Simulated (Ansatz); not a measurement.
# Cs on Ti(0001): change of the work function, part 2 of 2

How does one ordered layer of Cs (fcc site) change the work function of Ti(0001), and what dipole does each adsorbate carry?

Ansatz 0.2.0; plane-wave DFT, PBE, Ansatz PAW.

So far, work function, upper face (eV): step 2 (the clean slab) 4.37.

## (3) Adsorbate added

System of this step: Cs/Ti(0001). The cell holds 17 atoms: 16 Ti and 1 Cs. Cell: a = 5.900 Å, b = 5.900 Å, c = 28.718 Å, α = 90.0°, β = 90.0°, γ = 60.0°. Vacuum lies along c.

The clean slab as it ended is repeated in the plane and the adsorbate is set on one face; the cell's size fixes the coverage, and the k-mesh shrinks with it to keep the sampling density about even. Adsorbate and upper layers relax, since the dipole depends on the height.

Input file input.yaml:

```yaml
crystal:
  lattice:
    - [5.9, 0.0, 0.0]
    - [2.95, 5.1095498824, 0.0]
    - [0.0, 0.0, 28.7179552363]
  atoms:
    - { symbol: Ti, position: [0.3333333333, 0.3333333333, 0.313392786] }
    - { symbol: Ti, position: [0.0, 0.0, 0.3949549996] }
    - { symbol: Ti, position: [0.3333333333, 0.3333333333, 0.4788852042] }
    - { symbol: Ti, position: [0.0, 0.0, 0.554401546] }
    - { symbol: Ti, position: [0.3333333333, 0.8333333333, 0.313392786] }
    - { symbol: Ti, position: [0.0, 0.5, 0.3949549996] }
    - { symbol: Ti, position: [0.3333333333, 0.8333333333, 0.4788852042] }
    - { symbol: Ti, position: [0.0, 0.5, 0.554401546] }
    - { symbol: Ti, position: [0.8333333333, 0.3333333333, 0.313392786] }
    - { symbol: Ti, position: [0.5, 0.0, 0.3949549996] }
    - { symbol: Ti, position: [0.8333333333, 0.3333333333, 0.4788852042] }
    - { symbol: Ti, position: [0.5, 0.0, 0.554401546] }
    - { symbol: Ti, position: [0.8333333333, 0.8333333333, 0.313392786] }
    - { symbol: Ti, position: [0.5, 0.5, 0.3949549996] }
    - { symbol: Ti, position: [0.8333333333, 0.8333333333, 0.4788852042] }
    - { symbol: Ti, position: [0.5, 0.5, 0.554401546] }
    - { symbol: Cs, position: [0.1666666667, 0.1666666667, 0.686607214] }
kpoints:
  mp_grid: { grid: [6, 6, 1] }
hamiltonian:
  xc: pbe
scf:
  occupations: { method: fermi_dirac, width: 0.1 }
  convergence: { dr2_threshold: 1.0e-08 }
efield:
  axis: 3
  dipole_correction: true
  ramp_position: 0.97
  ramp_width: 0.06
relax:
  f_tol: 0.02
  max_steps: 60
  constraints: [{ sites: [0, 1, 4, 5, 8, 9, 12, 13] }]
output:
  dos: { projected: true, e_range: [-8, 4] }
  write_potential: true
  write_density: true
  volumetric_format: npy
  elf: true
```

On the command line:

```bash
$ ansatz run input.yaml --threads 2 --pin off --max-ram 3072MiB --backend cpu --events-out ev --progress --plain --runs-dir out
```

The program printed:

```text
[...]
Crystal: 17 atoms, lattice volume = 865.741 Å³
Basis set: ecut = 420 eV, 16775 PW (Γ), exchange–correlation on 80×80×384 points (8 copies of the dense FFT grid, shifted against one another)
Bands: 121, of which v1, the nominal top of the filled ones, is band 101 counted from 1 (100 counted from 0)
Symmetry: 6 space group operations
[...]
k-points: 7 of 36 (time reversal used)
[...]
SCF iter   1: F=—  HF=-45659.286620 eV  |F-HF|=—  |Δ(HF+E_count)|=         —  Δρ=5.53e-3  dr2=2.45e0  ethr=1.77e-3  p=0.367 e·Å  D=7.67e-2 V/Å  ΔV_dip=-2.20 eV  dr2_dipole=4.07e-1  V_vac-E_F(+/−)=1.89/4.09 eV  ⟨swp⟩=10.9  Hψ=4141  notcnv=0
[...]
SCF iter  11: F=-45659.257451 eV  HF=-45659.257451 eV  |F-HF|=8.82e-9  |Δ(HF+E_count)|=   4.84e-8  Δρ=5.14e-7  dr2=7.52e-9  ethr=1.00e-12  p=0.449 e·Å  D=9.39e-2 V/Å  ΔV_dip=-2.70 eV  dr2_dipole=2.79e-9  V_vac-E_F(+/−)=1.72/4.41 eV  ⟨swp⟩=52.3  Hψ=14803  notcnv=1
SCF 1 converged in 11 iterations: F = -45659.257451 eV  dr2 = 7.52e-9
[...]
relax step   1: F+E_penalty+E_count = -45659.25745122 eV  Δ(F+E_penalty+E_count) = +0.000e0 eV  max|allowed force component| = 3.338e-1 eV/Å  Δτ_max = 0.0000 Å  (11 SCF iters, accepted)
[...]
SCF iter   9: F=-45659.283663 eV  HF=-45659.283663 eV  |F-HF|=4.79e-9  |Δ(HF+E_count)|=   1.20e-8  Δρ=6.12e-7  dr2=7.33e-9  ethr=4.98e-12  p=0.457 e·Å  D=9.55e-2 V/Å  ΔV_dip=-2.74 eV  dr2_dipole=2.34e-10  V_vac-E_F(+/−)=1.67/4.41 eV  ⟨swp⟩=14.4  Hψ=7560  notcnv=0
SCF 2 converged in 9 iterations: F = -45659.283663 eV  dr2 = 7.33e-9
[...]
relax step   2: F+E_penalty+E_count = -45659.28366256 eV  Δ(F+E_penalty+E_count) = -2.621e-2 eV  max|allowed force component| = 3.032e-1 eV/Å  Δτ_max = 0.0533 Å  (9 SCF iters, accepted)
[...]
SCF iter   1: F=—  HF=-45659.341647 eV  |F-HF|=—  |Δ(HF+E_count)|=         —  Δρ=3.11e-3  dr2=1.36e0  ethr=6.10e-4  p=0.457 e·Å  D=9.55e-2 V/Å  ΔV_dip=-2.74 eV  dr2_dipole=3.90e-1  V_vac-E_F(+/−)=1.68/4.42 eV  ⟨swp⟩=1.0  Hψ=2515  notcnv=0
[...]
eigensolver tolerance schedule calibrated: the retry pair's looser diagonalisation under-reported the residual by θ = 0.10 (0.14/decade); ethr = c·dr2/N_el runs at the constant in force after the calibration composes with the one it found (an armed cap, an earlier calibration), c = 4.8e-2
[...]
SCF iter   2: F=—  HF=-45659.323859 eV  |F-HF|=—  |Δ(HF+E_count)|=   1.78e-2  Δρ=7.11e-4  dr2=2.18e-2  ethr=3.27e-4  p=0.464 e·Å  D=9.69e-2 V/Å  ΔV_dip=-2.78 eV  dr2_dipole=2.77e-5  V_vac-E_F(+/−)=1.63/4.41 eV  ⟨swp⟩=1.4  Hψ=850  notcnv=0
[...]
SCF iter   9: F=-45659.324441 eV  HF=-45659.324441 eV  |F-HF|=1.94e-9  |Δ(HF+E_count)|=   6.68e-9  Δρ=3.40e-7  dr2=2.84e-9  ethr=2.40e-12  p=0.468 e·Å  D=9.78e-2 V/Å  ΔV_dip=-2.81 eV  dr2_dipole=4.94e-10  V_vac-E_F(+/−)=1.60/4.41 eV  ⟨swp⟩=10.0  Hψ=5214  notcnv=0
SCF 3 converged in 9 iterations: F = -45659.324441 eV  dr2 = 2.84e-9
relax step   3: F+E_penalty+E_count = -45659.32444099 eV  Δ(F+E_penalty+E_count) = -4.078e-2 eV  max|allowed force component| = 8.192e-2 eV/Å  Δτ_max = 0.1914 Å  (9 SCF iters, accepted)
[...]
relax step   4: F+E_penalty+E_count = -45659.32757267 eV  Δ(F+E_penalty+E_count) = -3.132e-3 eV  max|allowed force component| = 3.297e-2 eV/Å  Δτ_max = 0.0972 Å  (9 SCF iters, accepted)
SCF iter   1: F=—  HF=-45659.327538 eV  |F-HF|=—  |Δ(HF+E_count)|=         —  Δρ=3.63e-4  dr2=8.14e-3  ethr=3.58e-5  p=0.469 e·Å  D=9.80e-2 V/Å  ΔV_dip=-2.81 eV  dr2_dipole=1.05e-4  V_vac-E_F(+/−)=1.60/4.41 eV  ⟨swp⟩=2.1  Hψ=1265  notcnv=0
[...]
SCF iter   8: F=-45659.328021 eV  HF=-45659.328021 eV  |F-HF|=1.41e-9  |Δ(HF+E_count)|=   1.56e-9  Δρ=2.93e-7  dr2=2.09e-9  ethr=4.98e-12  p=0.469 e·Å  D=9.80e-2 V/Å  ΔV_dip=-2.81 eV  dr2_dipole=1.97e-10  V_vac-E_F(+/−)=1.60/4.41 eV  ⟨swp⟩=10.6  Hψ=6339  notcnv=0
SCF 5 converged in 8 iterations: F = -45659.328021 eV  dr2 = 2.09e-9
relax step   5: F+E_penalty+E_count = -45659.32802075 eV  Δ(F+E_penalty+E_count) = -4.481e-4 eV  max|allowed force component| = 4.186e-3 eV/Å  Δτ_max = 0.0231 Å  (8 SCF iters, accepted)
NSCF: frozen V_eff on 7 k-points
the search or the solves at the SCF's close seem to have found levels that the self-consistency loop had missed (the run counts 1). By its estimate they hold 2.65e-7 electrons. The energies and the density leave them out; if the run goes on with those levels, later outputs use occupations computed again with them
WARN: The output density's exchange-correlation potential varies sharply where the density is thin. Do not read a vacuum level from v_tot or v_xc, or from such a field of the output density. On a cell that repeats whose density bears no net charge and no dipole along the vacuum's axis use v_es (v_loc + v_h of the components); under efield.dipole_correction with no amplitude use v_es + v_field, which holds any externa [...]
SCF converged after 8 iterations
Free energy (F): -45659.328021 eV
[...]
Internal energy: -45658.328561 eV  (E = F + TS)
E sigma→0 (E₀):  -45658.828291 eV
Entropy (-TS):   -0.999460 eV (-58.792 meV/atom)
Fermi energy:    2.947881 eV
Dipole field:    D = 0.097978 V/Å  (p = 0.468765 e·Å, saw-weighted, corrected)
Work function:   Φ+ = 1.5990 eV   Φ− = 4.4128 eV
[...]
--- Forces (eV/Å), atoms counted from 1 ---
  atom   1  Ti    -0.00624531    -0.00360573     0.58378957
  atom   2  Ti     0.00179179     0.00103449    -0.59217912
  atom   3  Ti    -0.00052926    -0.00030557    -0.00028109
  atom   4  Ti     0.00119302     0.00068879    -0.00085301
  atom   5  Ti     0.00000000     0.00721146     0.58378957
  atom   6  Ti    -0.00000000    -0.00206898    -0.59217912
  atom   7  Ti     0.00000000     0.00061113    -0.00028109
  atom   8  Ti    -0.00000000    -0.00137758    -0.00085301
  atom   9  Ti     0.00624531    -0.00360573     0.58378957
  atom  10  Ti    -0.00179179     0.00103449    -0.59217912
  atom  11  Ti     0.00052926    -0.00030557    -0.00028109
  atom  12  Ti    -0.00119302     0.00068879    -0.00085301
  atom  13  Ti     0.00000000     0.00000000     0.58532183
  atom  14  Ti    -0.00000000     0.00000000    -0.55868253
  atom  15  Ti     0.00000000    -0.00000000    -0.00056469
  atom  16  Ti    -0.00000000     0.00000000    -0.00175240
  atom  17  Cs     0.00000000    -0.00000000     0.00418563
  max |Σ_I F_I| component: 6.31e-5 eV/Å
--- Band table (eV; the first three rows and the last of 7) ---
  k-point 0: bands = [... 97 lower, 3.0224, 3.2059, 3.3607, 3.3964, 3.3964, 3.3968, 3.5150, 3.6178, ... 16 higher]
  k-point 1: bands = [... 97 lower, 3.0061, 3.0765, 3.2362, 3.2474, 3.2546, 3.3044, 3.4044, 3.5152, ... 16 higher]
  k-point 2: bands = [... 97 lower, 2.8364, 2.8551, 2.9612, 2.9637, 3.0115, 3.0547, 3.1987, 3.2143, ... 16 higher]
  k-point 6: bands = [... 97 lower, 2.5442, 2.5547, 2.6363, 2.6373, 2.6448, 2.8899, 2.9084, 3.0361, ... 16 higher]
--- Relaxed structure (5 steps of the walk, 5 accepted, 0 SCFs on fresh bases) ---
  F+E_penalty+E_count = -45659.32802075 eV   max|allowed force component| = 4.186e-3 eV/Å
  atoms:
    - { symbol: Ti, position: [0.333333, 0.333333, 0.313393] }
    - { symbol: Ti, position: [2.666712e-17, 2.666712e-17, 0.394955] }
    - { symbol: Ti, position: [0.334450, 0.334450, 0.478550] }
    - { symbol: Ti, position: [0.000398575, 0.000398575, 0.554327] }
    - { symbol: Ti, position: [0.333333, 0.833333, 0.313393] }
    - { symbol: Ti, position: [0.0, 0.500000, 0.394955] }
    - { symbol: Ti, position: [0.334450, 0.831100, 0.478550] }
    - { symbol: Ti, position: [0.000398575, 0.499203, 0.554327] }
    - { symbol: Ti, position: [0.833333, 0.333333, 0.313393] }
    - { symbol: Ti, position: [0.5, 2.666712e-17, 0.394955] }
    - { symbol: Ti, position: [0.831100, 0.334450, 0.478550] }
    - { symbol: Ti, position: [0.499203, 0.000398575, 0.554327] }
    - { symbol: Ti, position: [0.833333, 0.833333, 0.313393] }
    - { symbol: Ti, position: [0.5, 0.500000, 0.394955] }
    - { symbol: Ti, position: [0.833333, 0.833333, 0.478111] }
    - { symbol: Ti, position: [0.5, 0.500000, 0.556455] }
    - { symbol: Cs, position: [0.166667, 0.166667, 0.675753] }
```

The job ended after 4.6 min (2 threads of Arm Neoverse V1, shared host; peak memory 1.8 GiB).

Relaxation path:

| step | energy less that of the first step (eV) | largest force component (eV/Å) |
| --- | --- | --- |
| 1 | 0.0000 | 0.3338 |
| 2 | -0.0262 | 0.3032 |
| 3 | -0.0670 | 0.0819 |
| 4 | -0.0701 | 0.0330 |
| 5 | -0.0706 | 0.0042 |

Forces are held to the 6 operations that the program found; a distortion that breaks them can't arise in this run.

The atoms that moved most (Å):

```csv
atom,dx,dy,dz,length
Cs17,0.000,0.000,-0.312,0.312
Ti16,0.000,0.000,0.059,0.059
Ti15,0.000,0.000,-0.022,0.022
Ti11,-0.010,0.006,-0.010,0.015
Ti3,0.010,0.006,-0.010,0.015
Ti7,0.000,-0.011,-0.010,0.015
```

The relaxed structure:

```xyz
17
Lattice="5.9000 0.0000 0.0000 2.9500 5.1095 0.0000 0.0000 0.0000 28.7180" Properties=species:S:1:pos:R:3
Ti    2.9500    1.7032    9.0000
Ti    0.0000    0.0000   11.3423
Ti    2.9599    1.7089   13.7430
Ti    0.0035    0.0020   15.9191
Ti    4.4250    4.2580    9.0000
Ti    1.4750    2.5548   11.3423
Ti    4.4250    4.2465   13.7430
Ti    1.4750    2.5507   15.9191
Ti    5.9000    1.7032    9.0000
Ti    2.9500    0.0000   11.3423
Ti    5.8901    1.7089   13.7430
Ti    2.9465    0.0020   15.9191
Ti    7.3750    4.2580    9.0000
Ti    4.4250    2.5548   11.3423
Ti    7.3750    4.2580   13.7304
Ti    4.4250    2.5548   15.9803
Cs    1.4750    0.8516   19.4063
```

This step gave:

```yaml
energy_at_zero_smearing: -45658.8283 eV
work_function_upper_face: 1.599 eV
work_function_lower_face: 4.413 eV
dipole_along_the_normal: 0.4688 e·Å
step_between_the_vacuum_levels: -2.814 eV
```

Running mean over 2.342 Å of the planar mean; the ramp of the sawtooth is left out. Electron's electrostatic potential energy less the Fermi level against z:

```
z (Å)  electron's electrostatic potential energy less the Fermi level (eV)
    4                                                                 4.41
    5                                                                 4.39
    6                                                                 4.23
    7                                                                 2.89
    8                                                                -3.13
    9                                                                -6.74
   10                                                                -6.59
   11                                                                -6.58
   12                                                                -6.42
   13                                                                -6.38
   14                                                                -6.90
   15                                                                -7.51
   16                                                                -6.72
   17                                                                -2.84
   18                                                                0.942
   19                                                               -0.749
   20                                                                -1.19
   21                                                                0.361
   22                                                                 1.35
   23                                                                 1.53
   24                                                                 1.58
   25                                                                 1.59
```

The density of states has structure finer than the step of the table below, so its rows give means over 0.25 eV. Peaks (eV: height): -1.260: 50.1, -1.200: 53.9, -0.750: 76.0, -0.630: 68.8, -0.060: 57.9, 0.060: 43.2, 0.360: 54.1.

The density of states by energy, zero at the Fermi level; means over each step:

energy (eV), density of states (states/eV a cell) and a bar:
```
    -6.00        0.0 
    -5.75        0.2 
    -5.50        1.1 #
    -5.25        1.2 #
    -5.00        1.2 #
    -4.75        1.8 #
    -4.50        3.0 ##
    -4.25        2.4 ##
    -4.00        2.5 ##
    -3.75        4.0 ###
    -3.50        3.8 ###
    -3.25        3.4 ##
    -3.00        6.6 #####
    -2.75        8.4 ######
    -2.50        9.7 #######
    -2.25       14.8 ###########
    -2.00       18.3 #############
    -1.75       21.2 ###############
    -1.50       15.9 ############
    -1.25       24.9 ##################
    -1.00       21.8 ################
    -0.75       41.4 ##############################
    -0.50       13.6 ##########
    -0.25       25.4 ##################
     0.00       33.9 #########################
     0.25       33.3 ########################
     0.50       35.2 #########################
```

Projected DOS per atom over height of the atomic layer and energy from the Fermi level. Layers: Ti4 Ti4 Ti4 Ti4 Cs from below.

Ten even steps from '0' (0.00 states/eV) to '9' (2.61 states/eV), each cell a mean:
```
96682
95471
73251
67674
54560
34430
45540
24430
11210
11110
10110
00000
00000
00000
00000
00000
00000
00000
00000
00000
00000
00000
```
Columns: height of the atomic layer (Å) from 9 to 19.4 (not evenly spaced); rows upwards: energy from the Fermi level (eV) from -7.96 to 0.645.

Electrostatic potential energy in the ca plane at fractional y = 0.000, with atoms of Ti within 0.2 Å of it. With pseudopotentials it is smooth inside the atoms' cores, unlike the true potential.

Ten even steps from '0' (-35 eV) to '9' (6 eV), each cell a mean:
```
98610005899999850002699999999999999999999999
89852147898888873225899999999999999999999999
89987678987668887678999999999999999999999999
78998899986457899889999999999999999999999999
79988889986567898888999999999999999999999999
89864468988778886446899999999999999999999999
98730026899999861003799999999999999999999999
98610004899999840001689999999999999999999999
98610005899999840002689999888999999999999999
89852147898888873125899998767889999999999999
89987678987678887678999986445789999999999999
78998899986457899889999985323689999999999999
79988889987567898888999986334689999999999999
89864468988778885446899987656789999999999999
98730026899999851003799998878899999999999999
98610004899999840001689999999999999999999999
```
Columns run along c (16.0 Å, from fractional 0.34 to 0.89 of the cell; values clipped at the 3rd and 97th percentile), rows up along a (5.9 Å). Atoms in or near the plane, at fractional coordinates: Ti at (0.39, 0.00), Ti at (0.55, 0.00), Ti at (0.39, 0.50), Ti at (0.55, 0.50).

Valence density in the ca plane at fractional y = 0.000, with atoms of Ti within 0.2 Å of it. It is the smooth field of the valence electrons, not physical close to the nuclei.

Values in units of 1e0 e/Å³, 9 rows by 16 columns, each cell a mean:
```
0.2 3.8 2.3 0.2 0.2 0.7 5.0 0.4 0.0 0.0 0.0 0.0 0.0 0.0 0.0 0.0
0.2 0.3 0.3 0.2 0.4 0.2 0.4 0.1 0.0 0.0 0.0 0.0 0.0 0.0 0.0 0.0
0.2 0.2 0.2 0.2 0.4 0.2 0.2 0.1 0.0 0.0 0.0 0.0 0.0 0.0 0.0 0.0
0.2 2.7 1.6 0.2 0.2 0.5 3.6 0.3 0.0 0.0 0.0 0.0 0.0 0.0 0.0 0.0
0.2 5.9 3.6 0.2 0.2 1.1 7.9 0.7 0.0 0.1 0.1 0.0 0.0 0.0 0.0 0.0
0.2 1.3 0.8 0.2 0.3 0.4 1.8 0.2 0.1 0.4 0.3 0.0 0.0 0.0 0.0 0.0
0.2 0.2 0.2 0.2 0.5 0.2 0.2 0.1 0.1 0.7 0.7 0.1 0.0 0.0 0.0 0.0
0.2 0.7 0.5 0.2 0.3 0.3 1.0 0.2 0.1 0.4 0.4 0.0 0.0 0.0 0.0 0.0
0.2 5.3 3.2 0.2 0.2 1.0 7.1 0.6 0.0 0.1 0.1 0.0 0.0 0.0 0.0 0.0
```
Columns run along c (16.0 Å, from fractional 0.34 to 0.89 of the cell), rows up along a (5.9 Å). Atoms in or near the plane, at fractional coordinates: Ti at (0.39, 0.00), Ti at (0.55, 0.00), Ti at (0.39, 0.50), Ti at (0.55, 0.50).

ELF in the ca plane at fractional y = 0.000, with atoms of Ti within 0.2 Å of it. It is the smooth field of the valence electrons, not physical close to the nuclei.

Ten even steps from '0' (0.00) to '9' (0.89), each cell a mean:
```
63255363256677336356101100000000000000000000
33125631232234314653113210000000000000000000
13321112321111322211234432100000000000000000
13542234411321244223455543110000000000000000
13432123311221243212355432100000000000000000
23213321321112322331123321000000000000000000
53146652244455325665112210000000000000000000
74263163267787336136201100122100000000000000
63255363256677336356101002566521000000000000
33125631232234314653111026899752100000000000
13321112321111322211231148999974100011000000
13542234411221244223551159999974100011000000
13432123411211243212441159999974100011000000
23213321321112322332121137999863100001000000
53146652244455326665111014788641000000000000
74263163267787336136201001344210000000000000
```
Columns run along c (16.0 Å, from fractional 0.34 to 0.89 of the cell), rows up along a (5.9 Å). Atoms in or near the plane, at fractional coordinates: Ti at (0.39, 0.00), Ti at (0.55, 0.00), Ti at (0.39, 0.50), Ti at (0.55, 0.50).

The relaxation took 5 steps and lowered the energy by 0.071 eV; the largest force on the free atoms ends at 0.0042 eV/Å.

By hand: a sheet of dipoles makes a step −p/(ε₀A) in the electron's potential. With e/ε₀ = 180.95 V·Å, p = 0.4688 e·Å and A = 30.15 Å², that is −180.95 × (0.4688) / 30.15 = -2.814 eV, and the two vacuum levels of the run differ by -2.814 eV.

The covered face has 1.60 eV, -2.77 eV against the clean one; the bare back face has moved by -0.01 eV, a measure of how thin the slab is.

## (4) Work function against coverage

This step: plane-wave DFT, PBE, Ansatz PAW; work function against coverage (Ansatz 0.2.0).

The runs are now put side by side.

This step gave:

| Item | Value |
| --- | --- |
| work function of the clean face | 4.373 eV |
| largest change of the work function | -2.774 eV |

The work function of the covered face by coverage:

```csv
coverage (adsorbates/nm²),work function of the covered face (eV)
0.00,4.37
3.32,1.60
```

The dipole per adsorbate comes from the change of the cell's dipole. Coverage, by row:

| coverage (1/nm²) | coverage (ML) | work function (eV) | change (eV) | dipole per adsorbate, positive end outwards (debye) | mean height of the added atoms over the highest substrate atom (Å) |
| --- | --- | --- | --- | --- | --- |
| 3.317 | 0.25 | 1.599 | -2.774 | 2.211 | 3.426 |

## (5) Summary of results

```json
{
 "work function of the clean face": "4.37 eV",
 "work function at 0.25 ML": "1.60 eV",
 "dipole per adsorbate at 0.25 ML, positive end outwards": "2.21 D"
}
```

What this shows: Cs lowers the work function of Ti(0001) at the lowest coverage, by 2.77 eV: the adsorbate layer has its positive end outwards. One coverage alone was completed, so no trend follows. The slab has 4 layers, at the tabulated experimental lattice constant, one starting site was run, and quantum-size effects of a slab this thin can reach one or two tenths of an eV.

[Long decimals in the printed logs are rounded to 6 places.]

[Logs are printed without paths, hosts, clocks, repeated set-up lines and the standing remarks that a program may print on its own settings, such as how far it seeks lower states.]

[Hosts, paths, dates, database ids (printed as entryN), source tags and the programs' standing remarks are cut or masked in the printed files.]

[Maps of the electrostatic potential energy from Ansatz leave out the sawtooth potential of an applied field or a dipole correction, so their vacuum need not be flat; planar profiles and work functions include it.]
